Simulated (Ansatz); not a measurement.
# Binding across the interface in Zr2CO2 MXene, 4 layers (80 atoms), part 3 of 3

Aim: the interaction energy between the two parts of Zr2CO2 MXene, 4 layers (80 atoms) and its distance dependence.

Ansatz 0.2.0; Kohn-Sham DFT, PBE+D4, PAW (set soft_2), plane waves.

The cell: 16 C, 32 Zr and 32 O. The cell is under 6 Å thick along two periodic directions.

So far. Step 2 (Single point at the start): The r.m.s. force at the start is 0.42 eV/Å. Step 3 (Relaxation): The relaxation converged after 4 steps, 0.997 eV below its start, with a largest force component of 0.030 eV/Å.

## 6. The upper part alone

The upper part (layer 4) is solved alone in the same way (parts and shifted cells take a small Fermi–Dirac smearing, in case cut bonds close the gap).

File input.yaml:

```yaml
crystal:
  lattice:
    - [6.7524, 0.0, 0.0]
    - [-3.3762, 5.84775, 0.0]
    - [0.0, 0.0, 40.78]
  atoms:
    - { symbol: C, position: [0.3343, 0.66732, 0.77286] }
    - { symbol: Zr, position: [0.50092, 0.00089, 0.80675] }
    - { symbol: Zr, position: [0.6678, 0.83436, 0.73899] }
    - { symbol: O, position: [0.66772, 0.83411, 0.8283] }
    - { symbol: O, position: [0.50104, 0.00073, 0.71752] }
    - { symbol: C, position: [0.3345, 0.16746, 0.77287] }
    [... 8 atom lines left out ...]
    - { symbol: O, position: [0.00111, 0.00076, 0.71753] }
    - { symbol: C, position: [0.83425, 0.16714, 0.77286] }
    - { symbol: Zr, position: [0.00099, 0.50095, 0.80675] }
    - { symbol: Zr, position: [0.16774, 0.33429, 0.73898] }
    - { symbol: O, position: [0.16759, 0.33403, 0.82827] }
    - { symbol: O, position: [0.00103, 0.50071, 0.71753] }
kpoints:
  mp_grid: { grid: [3, 3, 1] }
hamiltonian:
  xc: pbe
  dispersion: d4
scf:
  occupations: { method: fermi_dirac, width: 0.05 }
output:
  forces: true
  eigenvalues: true
  write_density: true
  write_potential: true
  volumetric_format: npy
```

On the command line:

```sh
ansatz run input.yaml --threads 4 --pin off --max-ram 15872MiB --backend cpu --events-out ev --progress --plain --runs-dir out
```

Numbers of over 12 decimals in the logs are rounded to 6 here.

What it wrote:

```text
[...]
Crystal: 20 atoms, lattice volume = 1610.253 Å³
Basis set: ecut = 420 eV, 31517 PW (Γ), exchange–correlation on 96×96×576 points (8 copies of the dense FFT grid, shifted against one another)
Bands: 100, of which v1, the nominal top of the filled ones, is band 80 counted from 1 (79 counted from 0)
Symmetry: 1 space group operations
[...]
k-points: 5 of 9 (time reversal used)
[...]
SCF iter   1: F=—  HF=-39041.236604 eV  |F-HF|=—  |Δ(HF+E_count)|=         —  Δρ=2.05e-3  dr2=8.47e-2  ethr=1.77e-3  ⟨swp⟩=7.6  Hψ=2226  notcnv=0  defer=3
[...]
SCF iter   9: F=—  HF=-39041.228120 eV  |F-HF|=—  |Δ(HF+E_count)|=   1.67e-7  Δρ=5.11e-6  dr2=3.94e-7  ethr=1.51e-9  ⟨swp⟩=2.0  Hψ=684  notcnv=0  defer=47
SCF iter  10: F=-39041.228120 eV  HF=-39041.228120 eV  |F-HF|=3.00e-8  |Δ(HF+E_count)|=   6.29e-8  Δρ=1.54e-6  dr2=3.76e-8  ethr=6.25e-11  ⟨swp⟩=19.4  Hψ=4405  notcnv=0
SCF 1 converged in 10 iterations: F = -39041.228120 eV  dr2 = 3.76e-8
[...]
SCF converged after 10 iterations
Free energy (F): -39041.228120 eV
[...]
Internal energy: -39041.228111 eV  (E = F + TS)
E sigma→0 (E₀):  -39041.228116 eV
Entropy (-TS):   -0.000009 eV (-0.000 meV/atom)
Fermi energy:    -1.783667 eV
[...]
Σ components = -39041.228120   (vs F -39041.228120, Δ=0.00e0)
--- Forces (eV/Å), atoms counted from 1 ---
  atom   1  C     -0.00072967     0.00421650     0.00870440
  atom   2  Zr     0.00498181    -0.00302675     0.01867818
  atom   3  Zr     0.00055768    -0.00688688     0.01426140
  atom   4  O     -0.00319249    -0.00111169    -0.00750267
[...]
atom  20  O     -0.00170542     0.00170571    -0.03547686
  max |Σ_I F_I| component: 1.02e-4 eV/Å
--- Band table (eV; the first three rows and the last of 5) ---
[...]
```

Wall time 33 s (4 threads of Arm Neoverse V1, shared host); peak memory 3.3 GiB; 2.2 min of CPU time.

The whole (-156166.388 eV) less the lower (-117124.601 eV) and the upper part (-39041.228 eV) leaves -0.559 eV.

## 7. Upper part moved by +0.3 Å

Moving the upper part rigidly maps the well in which it sits.

File input.yaml:

```yaml
crystal:
  lattice:
    - [6.7524, 0.0, 0.0]
    - [-3.3762, 5.84775, 0.0]
    - [0.0, 0.0, 40.78]
  atoms:
    - { symbol: C, position: [0.00025, 0.00019, 0.22709] }
    - { symbol: Zr, position: [0.16672, 0.3337, 0.26097] }
    - { symbol: Zr, position: [0.33342, 0.16705, 0.1932] }
    - { symbol: O, position: [0.33342, 0.16704, 0.28244] }
    - { symbol: O, position: [0.16685, 0.33371, 0.17167] }
    - { symbol: C, position: [0.00012, 0.50033, 0.2271] }
    [... 68 atom lines left out ...]
    - { symbol: O, position: [0.00111, 0.00076, 0.72489] }
    - { symbol: C, position: [0.83425, 0.16714, 0.78022] }
    - { symbol: Zr, position: [0.00099, 0.50095, 0.81411] }
    - { symbol: Zr, position: [0.16774, 0.33429, 0.74634] }
    - { symbol: O, position: [0.16759, 0.33403, 0.83563] }
    - { symbol: O, position: [0.00103, 0.50071, 0.72489] }
kpoints:
  mp_grid: { grid: [3, 3, 1] }
hamiltonian:
  xc: pbe
  dispersion: d4
scf:
  occupations: { method: fermi_dirac, width: 0.05 }
output:
  forces: true
  eigenvalues: true
```

What it wrote:

```text
[...]
Crystal: 80 atoms, lattice volume = 1610.253 Å³
Basis set: ecut = 420 eV, 31517 PW (Γ), exchange–correlation on 96×96×576 points (8 copies of the dense FFT grid, shifted against one another)
Bands: 400, of which v1, the nominal top of the filled ones, is band 320 counted from 1 (319 counted from 0)
Symmetry: 1 space group operations
[...]
k-points: 5 of 9 (time reversal used)
[...]
SCF iter   1: F=—  HF=-156166.426547 eV  |F-HF|=—  |Δ(HF+E_count)|=         —  Δρ=4.80e-3  dr2=5.07e-1  ethr=1.77e-3  ⟨swp⟩=5.2  Hψ=7530  notcnv=0  defer=118
[...]
SCF iter   3: F=—  HF=-156166.358268 eV  |F-HF|=—  |Δ(HF+E_count)|=   3.37e-3  Δρ=1.04e-3  dr2=1.67e-2  ethr=7.96e-6  ⟨swp⟩=2.0  Hψ=2524  notcnv=0  defer=123
automatic band count: iteration 3 solves 374 bands in place of 400: the levels show a gap, and the empty bands left out lie too high to hold charge; the band table lists the bands solved (type scf.n_extra_bands for more)
SCF iter   4: F=—  HF=-156166.359723 eV  |F-HF|=—  |Δ(HF+E_count)|=   1.46e-3  Δρ=4.18e-4  dr2=4.61e-3  ethr=2.60e-6  ⟨swp⟩=2.2  Hψ=2528  notcnv=0  defer=123
SCF iter   5: F=—  HF=-156166.359251 eV  |F-HF|=—  |Δ(HF+E_count)|=   4.72e-4  Δρ=1.41e-4  dr2=3.43e-4  ethr=7.20e-7  ⟨swp⟩=2.2  Hψ=2628  notcnv=0  defer=123
[...]
SCF iter   9: F=—  HF=-156166.359640 eV  |F-HF|=—  |Δ(HF+E_count)|=   7.91e-7  Δρ=6.24e-6  dr2=7.66e-7  ethr=2.85e-10  ⟨swp⟩=3.0  Hψ=2959  notcnv=0  defer=126
SCF iter  10: F=-156166.359640 eV  HF=-156166.359640 eV  |F-HF|=2.33e-8  |Δ(HF+E_count)|=   8.03e-8  Δρ=1.69e-6  dr2=4.69e-8  ethr=1.56e-11  ⟨swp⟩=11.6  Hψ=8741  notcnv=0
SCF 1 converged in 10 iterations: F = -156166.359640 eV  dr2 = 4.69e-8
[...]
SCF converged after 10 iterations
Free energy (F): -156166.359640 eV
[...]
Internal energy: -156166.359603 eV  (E = F + TS)
E sigma→0 (E₀):  -156166.359621 eV
Entropy (-TS):   -0.000037 eV (-0.000 meV/atom)
Fermi energy:    6.725513 eV
[...]
Σ components = -156166.359640   (vs F -156166.359640, Δ=0.00e0)
--- Forces (eV/Å), atoms counted from 1 ---
  atom   1  C     -0.00577205     0.00601569    -0.00217455
  atom   2  Zr     0.00285332    -0.00128393    -0.00880084
  atom   3  Zr     0.00272800    -0.00420517    -0.00302967
  atom   4  O      0.00264956    -0.00162330     0.00474915
[...]
atom  80  O     -0.00181562     0.00173739    -0.04740713
  max |Σ_I F_I| component: 3.81e-5 eV/Å
--- Band table (eV; the first three rows and the last of 5) ---
[...]
```

It took 3.2 min on 4 threads; peak memory 10 GiB.

Upper part moved by +0.3 Å: the energy stands 0.0285 eV above that of the reference.

## 8. Upper part moved by -0.3 Å

Another point of the curve.

Input and log are left out; they have the form of those shown for this kind of step.

Wall time 3.1 min (4 threads of Arm Neoverse V1, shared host); peak memory 10 GiB; 12 min of CPU time.

Upper part moved by -0.3 Å: the energy stands 0.104 eV above that of the reference.

## 9. Upper part moved by +0.8 Å

Another point of the curve.

Input and log are left out; they have the form of those shown for this kind of step.

It took 3 min on 4 threads of Arm Neoverse V1, shared host; peak memory 10 GiB.

Upper part moved by +0.8 Å: the energy stands 0.153 eV above that of the reference.

## 10. Interaction energy

Whole cell less its two parts, each frozen at the geometry of the whole and solved in the same cell with the same functional, so that energy zeros cancel. The upper part is 'layer 4' and the lower part 'layer 1, layer 2 and layer 3'. The nearest atoms of the two parts stand 3.37 Å apart. The face is 39.49 Å².

```csv
functional,interaction energy (eV),"of it, the added dispersion term (eV)",per area (meV/Å²),per area (J/m²),per atom of the upper part (meV)
PBE+D4,-0.559,-0.702,-14.2,-0.23,-27.9
```

## 11. Energy against separation

The upper part is moved rigidly along the normal from its place in the reference.

```csv
shift (Å),energy change (eV),per area (meV/Å²),share of the binding lost (%),gap (eV)
-0.3,0.104,2.63,-,1.06
+0.0,0.000,0.00,-,1.10
+0.3,0.029,0.72,5,1.10
+0.8,0.153,3.87,27,1.10
```

## 12. Levels of whole and parts

```csv
cell,gap (eV),"vacuum level at the upper face, over the highest filled level, or over E_F where no gap is given (eV)",moment (μB)
whole,1.10,5.17,no spin
lower part,1.10,5.16,no spin
upper part,1.13,5.18,no spin
```

## 13. What came out

The parts bind with 14.2 meV/Å² (0.559 eV for the cell) at the level PBE+D4, the size of van der Waals binding between sheets. The added dispersion term contributes -0.702 eV, the functional itself 0.143 eV. The curvature over ±0.3 Å is 0.60×10²⁰ N/m³, and the energy rises faster on the near side. At +0.8 Å, 27 % of the binding is lost; the shift also narrows the vacuum to the periodic image. On the run's k-points the gap of the whole, 1.10 eV, lies 0.0035 eV under the smaller of the parts'.

Caveats: The parts are frozen, so the energy of their deformation isn't counted. No correction is made for dipoles across the vacuum, and the parts also feel their periodic images through it.

The DFT runs together took 30 min of wall time.

[Logs are printed without paths, hosts, clocks, repeated set-up lines and the standing remarks that a program may print on its own settings, such as how far it seeks lower states.]

[Hosts, paths, dates, database ids (printed as entryN), source tags and the programs' standing remarks are cut or masked in the printed files.]
